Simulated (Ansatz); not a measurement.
# Decaying states in the gap of Ca2BBrN2

A new crystal, Ca2BBrN2: structure, gap and complex bands. It is built by putting Ca for Sr in the Sr2BBrN2 structure of space group R-3m, with the volume rescaled by atomic radii. The parent structure comes from the Materials Project.

Main program and level: Ansatz 0.2.0; LDA DFT, plane waves, PAW files, in the first sound run; inputs show where later runs differ.

The structure was built from a prototype and need not be the compound's stable phase.

## (1) Set-up

The structure is trigonal, space group R-3m (No. 166). The conventional cell has a = 3.997 Å, b = 3.997 Å, c = 25.711 Å, α = 90.00°, β = 90.00°, γ = 120.00°. Ca has 3 N at 2.44 Å and 3 B at 3.11 Å and 3 Br at 3.19 Å nearest. B has 2 N at 1.30 Å and 6 Ca at 3.11 Å nearest. Br has 6 Ca at 3.19 Å nearest. Nearest to N lie 1 B at 1.30 Å and 3 Ca at 2.44 Å. It derives from Sr2BBrN2. Ca for Sr in the Sr2BBrN2 structure of space group R-3m. Farther neighbours and most contacts between anions are not listed.

## (2) Cell and atoms at rest

The substituted atoms don't fit the parent's cell, so cell and atoms relax together. A small smearing keeps the run stable in case the gap closes on the way.

input.yaml

```yaml
crystal:
  lattice:
    - [1.9987177566, 1.1539602348, 8.5704449585]
    - [-1.9987177566, 1.1539602348, 8.5704449585]
    - [0.0, -2.3079204697, 8.5704449585]
  atoms:
    - { symbol: Ca, position: [0.247835, 0.247835, 0.247835] }
    - { symbol: Ca, position: [0.752165, 0.752165, 0.752165] }
    - { symbol: B, position: [0.5, 0.5, 0.5] }
    - { symbol: Br, position: [0.0, 0.0, 0.0] }
    - { symbol: "N", position: [0.449422, 0.449422, 0.449422] }
    - { symbol: "N", position: [0.550578, 0.550578, 0.550578] }
kpoints:
  mp_grid: { grid: [6, 6, 6] }
scf:
  occupations: { method: gaussian, width: 0.03 }
hamiltonian:
  xc: lda
output:
  forces: true
  stress: true
relax:
  f_tol: 0.02
  max_steps: 60
  cell: {}
```

Started as:

```sh
> ansatz run input.yaml --threads 2 --pin off --max-ram 4096MiB --backend cpu --events-out ev --progress --plain --runs-dir out
```

Numbers of over 12 decimals in the logs are rounded to 6 here.

The program printed:

```text
basis.fft_grid_basis auto: the FFT boxes are laid along the combinations [[1, 0, -1], [0, 1, -1], [0, 0, 1]] of the cell's own vectors, 3.997, 3.997 and 8.876 Å long. The dense box has 27×27×60 points. Along the cell's own vectors, as sized, it would have 60×60×60, 4.94 times as many. Of the 12 symmetry operations that the crystal satisfies within crystal.symmetry.tolerance (time reversal apart; of a slab, those that [...]
Engine: ansatz 0.2.0, aarch64-unknown-linux-gnu
Pseudopotentials: kind: paw
Pseudopotential: Ca, paw, valence charge 10, recommended cutoff 420 eV (normal), Ca.paw.azcp
Pseudopotential: B, paw, valence charge 3, recommended cutoff 420 eV (normal), B.paw.azcp
Pseudopotential: Br, paw, valence charge 7, recommended cutoff 420 eV (normal), Br.paw.azcp
Pseudopotential: N, paw, valence charge 5, recommended cutoff 420 eV (normal), N.paw.azcp
Functional definition: SPW92
  exchange = slater_x
  correlation = pw_c
Crystal: 6 atoms, lattice volume = 118.603 Å³
Basis set: ecut = 420 eV, 2345 PW (Γ), FFT grids on a1−a3, a2−a3, a3
Bands: 26, of which v1, the nominal top of the filled ones, is band 20 counted from 1 (19 counted from 0)
Symmetry: 12 space group operations
Space group: R-3m (ITA 166), of the structure as read, at distance tolerance 4.9e-5 Å
k-points: 32 of 216
Non-local potential: Ca, projectors of the file, l = 0: 3, l = 1: 2, l = 2: 2
Non-local potential: B, projectors of the file, l = 0: 2, l = 1: 2, l = 2: 1
Non-local potential: Br, projectors of the file, l = 0: 2, l = 1: 2, l = 2: 2
Non-local potential: N, projectors of the file, l = 0: 2, l = 1: 2, l = 2: 1
PAW form: soft (Blöchl's): semilocal exchange-correlation on the pseudo side does not see the compensation charge
PAW frozen core: Ca, regenerated for the run's functional, and the local potential with it (the file was generated under x = pbe(κ = 0.804, μ = 0.219515), c = pbe(β = 0.066725))
PAW frozen core: B, regenerated for the run's functional, and the local potential with it (the file was generated under x = pbe(κ = 0.804, μ = 0.219515), c = pbe(β = 0.066725))
PAW frozen core: Br, regenerated for the run's functional, and the local potential with it (the file was generated under x = pbe(κ = 0.804, μ = 0.219515), c = pbe(β = 0.066725))
PAW frozen core: N, regenerated for the run's functional, and the local potential with it (the file was generated under x = pbe(κ = 0.804, μ = 0.219515), c = pbe(β = 0.066725))
PAW one-centre angular grid: Ca, 110 points (default); XC on 64 Gauss nodes
PAW one-centre angular grid: B, 110 points (default); XC on 64 Gauss nodes
PAW one-centre angular grid: Br, 110 points (default); XC on 64 Gauss nodes
PAW one-centre angular grid: N, 110 points (default); XC on 64 Gauss nodes
Initial density: superposition of atomic densities (neutral atoms: chi_scale 0, normalization atom), corrected by the library's trained network
Initial wavefunctions: pseudopotential atomic-orbital guess
Functional: x = slater, c = lda
SCF iter   1: F=—  HF=-7145.180380 eV  |F-HF|=—  |Δ(HF+E_count)|=         —  Δρ=8.16e-3  dr2=1.09e-1  ethr=1.77e-3  ⟨swp⟩=10.2  Hψ=5238  notcnv=0  defer=1
preconditioner: auto → Resta (q_TF=auto, 2.276 Å⁻¹)  ε∞=2.9  [insulator: Δε(μ)=2.304 eV  Ē_g=14.818 eV  σ=0.030 eV  W_gap=1.00  n_scr=30 (ndim 8)  ℏωp=20.5 eV  f_vac=0.012  D(μ)=0.00/eV (n_scr^D=0)  ε∞_Penn≈2.9]
SCF iter   2: F=—  HF=-7145.155345 eV  |F-HF|=—  |Δ(HF+E_count)|=   2.50e-2  Δρ=3.61e-3  dr2=1.07e-2  ethr=2.72e-4  ⟨swp⟩=2.7  Hψ=1593  notcnv=0  defer=49
SCF iter   3: F=—  HF=-7145.152834 eV  |F-HF|=—  |Δ(HF+E_count)|=   2.51e-3  Δρ=1.57e-3  dr2=3.11e-3  ethr=2.66e-5  ⟨swp⟩=2.0  Hψ=1278  notcnv=0  defer=49
SCF iter   4: F=—  HF=-7145.152043 eV  |F-HF|=—  |Δ(HF+E_count)|=   7.91e-4  Δρ=2.93e-4  dr2=1.03e-4  ethr=7.78e-6  ⟨swp⟩=2.9  Hψ=1510  notcnv=0  defer=49
SCF iter   5: F=—  HF=-7145.152037 eV  |F-HF|=—  |Δ(HF+E_count)|=   5.89e-6  Δρ=7.31e-5  dr2=7.25e-6  ethr=2.58e-7  ⟨swp⟩=2.8  Hψ=1404  notcnv=0  defer=49
SCF iter   6: F=—  HF=-7145.152036 eV  |F-HF|=—  |Δ(HF+E_count)|=   1.48e-6  Δρ=1.74e-5  dr2=4.94e-7  ethr=1.81e-8  ⟨swp⟩=2.4  Hψ=1259  notcnv=0  defer=49
SCF iter   7: F=-7145.152035 eV  HF=-7145.152036 eV  |F-HF|=5.61e-9  |Δ(HF+E_count)|=   2.33e-9  Δρ=3.53e-6  dr2=1.91e-8  ethr=2.50e-10  ⟨swp⟩=5.0  Hψ=3091  notcnv=0
SCF 1 converged in 7 iterations: F = -7145.152035 eV  dr2 = 1.91e-8
  greatest PAW one-centre occupation: 0.996 electrons in one spin orbital (limit 2), on the Ca atom at site 1 (counted from 0), in its partial waves of l = 0
relax step   1: F+E_penalty+E_count = -7145.15203550 eV  Δ(F+E_penalty+E_count) = +0.000e0 eV  max|allowed force component| = 2.852e0 eV/Å  Δτ_max = 0.0000 Å  P = -3.944 GPa  Ω = 118.603 Å³  (7 SCF iters, dr2 threshold 1.00e-7 eV, accepted)
Crystal: 6 atoms, lattice volume = 105.408 Å³
Basis set: ecut = 420 eV, 2051 PW (Γ), FFT grids on a1−a3, a2−a3, a3
Initial density: handed on by an earlier stage of this run
Initial wavefunctions: those handed on with the density
iter 1 solved again at ethr=5.44e-4 eV; its pass at ethr=3.10e-3 eV (dr2=2.17e-1 eV) is discarded
SCF iter   1: F=—  HF=-7145.706312 eV  |F-HF|=—  |Δ(HF+E_count)|=         —  Δρ=1.04e-2  dr2=2.18e-1  ethr=5.44e-4  ⟨swp⟩=1.3  Hψ=5979  notcnv=0
preconditioner: auto → Resta (q_TF=auto, 2.321 Å⁻¹)  ε∞=3.1  [insulator: Δε(μ)=3.220 eV  Ē_g=15.113 eV  σ=0.030 eV  W_gap=1.00  n_scr=30 (ndim 8)  ℏωp=21.7 eV  f_vac=0.000  D(μ)=0.00/eV (n_scr^D=0)  ε∞_Penn≈3.1]
SCF iter   2: F=—  HF=-7145.645333 eV  |F-HF|=—  |Δ(HF+E_count)|=   6.10e-2  Δρ=4.33e-3  dr2=2.91e-2  ethr=5.44e-4  ⟨swp⟩=2.8  Hψ=1413  notcnv=0
SCF iter   3: F=—  HF=-7145.636989 eV  |F-HF|=—  |Δ(HF+E_count)|=   8.34e-3  Δρ=2.07e-3  dr2=8.41e-3  ethr=7.27e-5  ⟨swp⟩=3.5  Hψ=1696  notcnv=0  defer=45
SCF iter   4: F=—  HF=-7145.634299 eV  |F-HF|=—  |Δ(HF+E_count)|=   2.69e-3  Δρ=6.96e-4  dr2=6.89e-4  ethr=2.10e-5  ⟨swp⟩=2.0  Hψ=1183  notcnv=0  defer=48
SCF iter   5: F=—  HF=-7145.634146 eV  |F-HF|=—  |Δ(HF+E_count)|=   1.53e-4  Δρ=1.44e-4  dr2=1.44e-5  ethr=1.72e-6  ⟨swp⟩=2.4  Hψ=1243  notcnv=0  defer=48
SCF iter   6: F=—  HF=-7145.634153 eV  |F-HF|=—  |Δ(HF+E_count)|=   7.32e-6  Δρ=3.33e-5  dr2=1.17e-6  ethr=3.60e-8  ⟨swp⟩=2.2  Hψ=1269  notcnv=0  defer=48
SCF iter   7: F=-7145.634154 eV  HF=-7145.634154 eV  |F-HF|=7.91e-9  |Δ(HF+E_count)|=   3.17e-7  Δρ=5.01e-6  dr2=2.31e-8  ethr=1.50e-9  ⟨swp⟩=4.8  Hψ=2744  notcnv=0
SCF 2 converged in 7 iterations: F = -7145.634154 eV  dr2 = 2.31e-8
relax step   2: F+E_penalty+E_count = -7145.63415352 eV  Δ(F+E_penalty+E_count) = -4.821e-1 eV  max|allowed force component| = 3.742e-1 eV/Å  Δτ_max = 0.0506 Å  P = +0.233 GPa  Ω = 105.408 Å³  energy of the carried Pulay correction = +2.007e-2 eV  (7 SCF iters, dr2 threshold 6.00e-7 eV, accepted)
Crystal: 6 atoms, lattice volume = 103.190 Å³
Basis set: ecut = 420 eV, 2009 PW (Γ), FFT grids on a1−a3, a2−a3, a3
iter 1 solved again at ethr=3.50e-4 eV; its pass at ethr=3.10e-3 eV (dr2=1.40e-1 eV) is discarded
SCF iter   1: F=—  HF=-7145.692701 eV  |F-HF|=—  |Δ(HF+E_count)|=         —  Δρ=9.20e-3  dr2=1.46e-1  ethr=3.50e-4  ⟨swp⟩=1.2  Hψ=5431  notcnv=0
preconditioner: auto → Resta (q_TF=auto, 2.330 Å⁻¹)  ε∞=3.1  [insulator: Δε(μ)=3.126 eV  Ē_g=15.119 eV  σ=0.030 eV  W_gap=1.00  n_scr=30 (ndim 8)  ℏωp=21.9 eV  f_vac=0.009  D(μ)=0.00/eV (n_scr^D=0)  ε∞_Penn≈3.1]
SCF iter   2: F=—  HF=-7145.650377 eV  |F-HF|=—  |Δ(HF+E_count)|=   4.23e-2  Δρ=3.45e-3  dr2=1.31e-2  ethr=3.50e-4  ⟨swp⟩=2.8  Hψ=1632  notcnv=0
SCF iter   3: F=—  HF=-7145.646624 eV  |F-HF|=—  |Δ(HF+E_count)|=   3.75e-3  Δρ=1.21e-3  dr2=1.30e-3  ethr=3.28e-5  ⟨swp⟩=2.1  Hψ=1573  notcnv=0
SCF iter   4: F=—  HF=-7145.646316 eV  |F-HF|=—  |Δ(HF+E_count)|=   3.09e-4  Δρ=2.53e-4  dr2=7.85e-5  ethr=3.26e-6  ⟨swp⟩=2.3  Hψ=1417  notcnv=0
SCF iter   5: F=—  HF=-7145.646303 eV  |F-HF|=—  |Δ(HF+E_count)|=   1.21e-5  Δρ=1.35e-4  dr2=2.23e-5  ethr=1.96e-7  ⟨swp⟩=2.0  Hψ=1184  notcnv=0
SCF iter   6: F=—  HF=-7145.646299 eV  |F-HF|=—  |Δ(HF+E_count)|=   4.41e-6  Δρ=2.49e-5  dr2=1.18e-6  ethr=5.57e-8  ⟨swp⟩=2.0  Hψ=1176  notcnv=0
SCF iter   7: F=-7145.646299 eV  HF=-7145.646299 eV  |F-HF|=8.89e-9  |Δ(HF+E_count)|=   1.56e-7  Δρ=5.33e-6  dr2=4.81e-8  ethr=1.50e-9  ⟨swp⟩=5.0  Hψ=2922  notcnv=0
SCF 3 converged in 7 iterations: F = -7145.646299 eV  dr2 = 4.81e-8
relax step   3: F+E_penalty+E_count = -7145.64629888 eV  Δ(F+E_penalty+E_count) = -1.215e-2 eV  max|allowed force component| = 3.642e-1 eV/Å  Δτ_max = 0.0967 Å  P = +0.287 GPa  Ω = 103.190 Å³  energy of the carried Pulay correction = +2.368e-2 eV  (7 SCF iters, dr2 threshold 6.00e-7 eV, accepted)
[...]
relax step   4: F+E_penalty+E_count = -7145.66084945 eV  Δ(F+E_penalty+E_count) = -1.455e-2 eV  max|allowed force component| = 3.571e-2 eV/Å  Δτ_max = 0.0465 Å  P = +0.084 GPa  Ω = 104.253 Å³  energy of the carried Pulay correction = +2.194e-2 eV  (6 SCF iters, dr2 threshold 6.00e-7 eV, accepted)
[...]
relax step   5: F+E_penalty+E_count = -7145.66087634 eV  Δ(F+E_penalty+E_count) = -2.689e-5 eV  max|allowed force component| = 1.122e-2 eV/Å  Δτ_max = 0.0016 Å  P = +0.016 GPa  Ω = 104.283 Å³  energy of the carried Pulay correction = +2.189e-2 eV  (4 SCF iters, dr2 threshold 1.43e-7 eV, accepted)
[...]
relax step   6: F+E_penalty+E_count = -7145.66085890 eV  Δ(F+E_penalty+E_count) = +1.744e-5 eV  max|allowed force component| = 9.107e-3 eV/Å  Δτ_max = 0.0003 Å  P = -0.012 GPa  Ω = 104.295 Å³  energy of the carried Pulay correction = +2.187e-2 eV  (5 SCF iters, dr2 threshold 8.33e-9 eV, accepted)
[...]
relax step   7: F+E_penalty+E_count = -7145.64859032 eV  Δ(F+E_penalty+E_count) = +1.227e-2 eV  max|allowed force component| = 7.791e-3 eV/Å  Δτ_max = 0.0000 Å  P = -0.200 GPa  Ω = 104.295 Å³  stress off target by 2.04e-1 GPa  SCF on the basis re-selected at this cell (its energy is not comparable with the rows above)  (6 SCF iters)
[...]
relax step   8: F+E_penalty+E_count = -7145.64935670 eV  Δ(F+E_penalty+E_count) = -7.664e-4 eV  max|allowed force component| = 2.695e-3 eV/Å  Δτ_max = 0.0014 Å  P = +0.042 GPa  Ω = 103.931 Å³  energy of the carried Pulay correction = +5.917e-4 eV  (5 SCF iters, dr2 threshold 1.04e-7 eV, accepted)
[...]
relax step   9: F+E_penalty+E_count = -7145.64926307 eV  Δ(F+E_penalty+E_count) = +9.363e-5 eV  max|allowed force component| = 1.538e-4 eV/Å  Δτ_max = 0.0001 Å  P = +0.001 GPa  Ω = 103.993 Å³  energy of the carried Pulay correction = +4.868e-4 eV  (5 SCF iters, dr2 threshold 7.68e-9 eV, accepted)
iter 1 solved again at ethr=2.87e-7 eV; its pass at ethr=3.10e-3 eV (dr2=1.15e-4 eV) is discarded
SCF iter   1: F=—  HF=-7145.648704 eV  |F-HF|=—  |Δ(HF+E_count)|=         —  Δρ=1.46e-5  dr2=3.54e-8  ethr=2.87e-7  ⟨swp⟩=3.3  Hψ=7186  notcnv=0
eigensolver tolerance schedule: the retry pair's looser diagonalisation over-reported the residual by 3243.95 of it (diagonalisation noise at 0.43 of the residual, at the tolerance the schedule requests for it); recorded, not acted on — ethr = c·dr2/N_el stays at c = 1.0e-1
preconditioner: auto → Resta (q_TF=auto, 2.327 Å⁻¹)  ε∞=3.1  [insulator: Δε(μ)=3.081 eV  Ē_g=15.126 eV  σ=0.030 eV  W_gap=1.00  n_scr=30 (ndim 8)  ℏωp=21.8 eV  f_vac=0.003  D(μ)=0.00/eV (n_scr^D=0)  ε∞_Penn≈3.1]
SCF iter   2: F=—  HF=-7145.648702 eV  |F-HF|=—  |Δ(HF+E_count)|=   1.94e-6  Δρ=7.12e-6  dr2=8.65e-9  ethr=8.84e-11  ⟨swp⟩=3.8  Hψ=2100  notcnv=0
SCF iter   3: F=—  HF=-7145.648702 eV  |F-HF|=—  |Δ(HF+E_count)|=   4.02e-9  Δρ=2.61e-6  dr2=9.99e-10  ethr=2.16e-11  ⟨swp⟩=2.0  Hψ=1055  notcnv=0
SCF iter   4: F=-7145.648702 eV  HF=-7145.648702 eV  |F-HF|=2.00e-11  |Δ(HF+E_count)|=  6.42e-10  Δρ=2.52e-7  dr2=3.67e-11  ethr=1.00e-12  ⟨swp⟩=3.9  Hψ=3504  notcnv=0
SCF 10 converged in 4 iterations: F = -7145.648702 eV  dr2 = 3.67e-11
relax step  10: F+E_penalty+E_count = -7145.64870238 eV  Δ(F+E_penalty+E_count) = +5.607e-4 eV  max|allowed force component| = 1.996e-4 eV/Å  Δτ_max = 0.0000 Å  P = -0.004 GPa  Ω = 103.993 Å³  stress off target by 4.27e-3 GPa  SCF on the basis re-selected at this cell (its energy is not comparable with the rows above)  (4 SCF iters)
basis re-selected at this cell: Δ(F+E_penalty+E_count) = +5.607e-4 eV, ΔP = -0.004 GPa vs the last step (what re-selecting the basis moved, of the pressure what is left beyond the Pulay correction that the steps carried, after the strain that the cell walked since its last selection, with what the two solves' SCF thresholds leave and, on support functions, any second-order correction that the steps lacked; it is no m [...]
SCF converged after 4 iterations
Free energy (F): -7145.648702 eV
Harris-Foulkes:  -7145.648702 eV  (|F-HF|=2.00e-11)
Internal energy: -7145.648702 eV  (E = F + TS)
E sigma→0 (E₀):  -7145.648702 eV
Fermi energy:    6.990892 eV
--- Per-component energies (eV) ---
  E_band       = -290.070177
  E_kinetic    = 1004.368130
  E_local      = -2254.293884  (includes V_loc(G=0)·N_el)
  E_nonlocal   = 314.549157
  E_hartree    = 735.575426
  E_xc         = -684.828550
  E_vxc        = -637.765943  (∫ρ·V_xc dr)
  E_paw        = -4102.716100  (= ΣΔE_a)
  E_vpaw       = -188.078624  (= ΣTr[D̂ρ^β])
  E_aug_tail   = 0.000172  (compensation charges beyond the density's cutoff)
  E_ewald      = -2159.281819
  E_core_change = 0.978765  (= ΣΔE_core)
  E_smearing   = -0.000000  (= −TS)
  E_closure    = -0.000000  (closes the sum)
  Σ components = -7145.648702   (vs F -7145.648702, Δ=0.00e0)
--- Forces (eV/Å), atoms counted from 1 ---
  atom   1  Ca     0.00000000    -0.00000000     0.00013092
  atom   2  Ca     0.00000000     0.00000000    -0.00013092
  atom   3  B      0.00000000     0.00000000     0.00000000
  atom   4  Br     0.00000000     0.00000000     0.00000000
  atom   5  N      0.00000000     0.00000000    -0.00019964
  atom   6  N     -0.00000000    -0.00000000     0.00019964
  max |Σ_I F_I| component: 2.71e-20 eV/Å
--- Stress (GPa, compression-positive) ---
       -0.004274       0.000000      -0.000000
        0.000000      -0.004274      -0.000000
       -0.000000      -0.000000      -0.002573
  P = ⅓ Tr σ = -0.0037 GPa (-0.037 kbar)
--- Relaxed structure (8 steps of the walk, 8 accepted, 2 SCFs on fresh bases) ---
  F+E_penalty+E_count = -7145.64870238 eV   max|allowed force component| = 1.996e-4 eV/Å   (the final SCF, on the basis selected at the relaxed cell)
  cell:  # Å, volume = 103.9934 Å³
    - [1.884512, 1.088023, 8.453127]
    - [-1.884512, 1.088023, 8.453127]
    - [0, -2.176046, 8.453127]
  atoms:
    - { symbol: Ca, position: [0.250037, 0.250037, 0.250037] }
    - { symbol: Ca, position: [0.749963, 0.749963, 0.749963] }
    - { symbol: B, position: [0.5, 0.5, 0.500000] }
    - { symbol: Br, position: [-3.1731613265281987e-19, -3.173161326528195e-19, -3.173161326432745e-19] }
    - { symbol: N, position: [0.447316, 0.447316, 0.447316] }
    - { symbol: N, position: [0.552684, 0.552684, 0.552684] }
```

It took 22 s on 2 threads of Arm Neoverse V2, shared host; peak memory 0.4 GiB.

Relaxation path:

```tsv
step	energy less that of the first step (eV)	largest force component (eV/Å)	pressure (GPa)	volume (Å³)
1	0.0000	2.8521	-3.94	118.60
2	-0.4821	0.3742	0.23	105.41
3	-0.4943	0.3642	0.29	103.19
4	-0.5088	0.0357	0.08	104.25
5	-0.5088	0.0112	0.02	104.28
6	-0.5088	0.0091	-0.01	104.29
7*	-0.4966	0.0078	-0.20	104.29
8	-0.4973	0.0027	0.04	103.93
9	-0.4972	0.0002	0.00	103.99
10*	-0.4967	0.0002	0.00	103.99
```

Relaxation steps marked * repeat the geometry before them on a plane-wave basis chosen anew for their cell, so energy and pressure can jump there.

Forces are held to the 12 operations that the run works with; a distortion that breaks them can't arise in this run.

```tsv
conventional cell, symmetrised	before	after	change
a (Å)	3.997	3.769	-5.7 %
b (Å)	3.997	3.769	-5.7 %
c (Å)	25.711	25.359	-1.4 %
volume (Å³/atom)	19.77	17.33	-12.3 %
```

The atoms that moved most (Å, as changes of fractional coordinates times the final cell):

```tsv
atom	dx	dy	dz	length
Ca2	0.000	0.000	-0.056	0.056
Ca1	0.000	0.000	0.056	0.056
N6	0.000	0.000	0.053	0.053
N5	0.000	0.000	-0.053	0.053
```

The relaxed structure:

```cif
data_structure
_symmetry_space_group_name_H-M 'P 1'
_symmetry_Int_Tables_number 1
_cell_length_a 8.7287
_cell_length_b 8.7287
_cell_length_c 8.7287
_cell_angle_alpha 24.936
_cell_angle_beta 24.936
_cell_angle_gamma 24.936
_cell_volume 103.99
loop_
_atom_site_label
_atom_site_type_symbol
_atom_site_fract_x
_atom_site_fract_y
_atom_site_fract_z
_atom_site_occupancy
Ca1 Ca 0.25004 0.25004 0.25004 1
Ca2 Ca 0.74996 0.74996 0.74996 1
B3 B 0.50000 0.50000 0.50000 1
Br4 Br 0.00000 0.00000 0.00000 1
N5 N 0.44732 0.44732 0.44732 1
N6 N 0.55268 0.55268 0.55268 1
```

This step gave:

```
free energy  : -7145.6487 eV
Fermi energy : 6.991 eV
pressure     : -0.003707 GPa
```

The largest force component on a free atom ends at 2.0e-4 eV/Å.

(Continued in part 2 of 3.)

[Logs are printed without paths, hosts, clocks, repeated set-up lines and the standing remarks that a program may print on its own settings, such as how far it seeks lower states.]

[Hosts, paths, dates, database ids (printed as entryN), source tags and the programs' standing remarks are cut or masked in the printed files.]
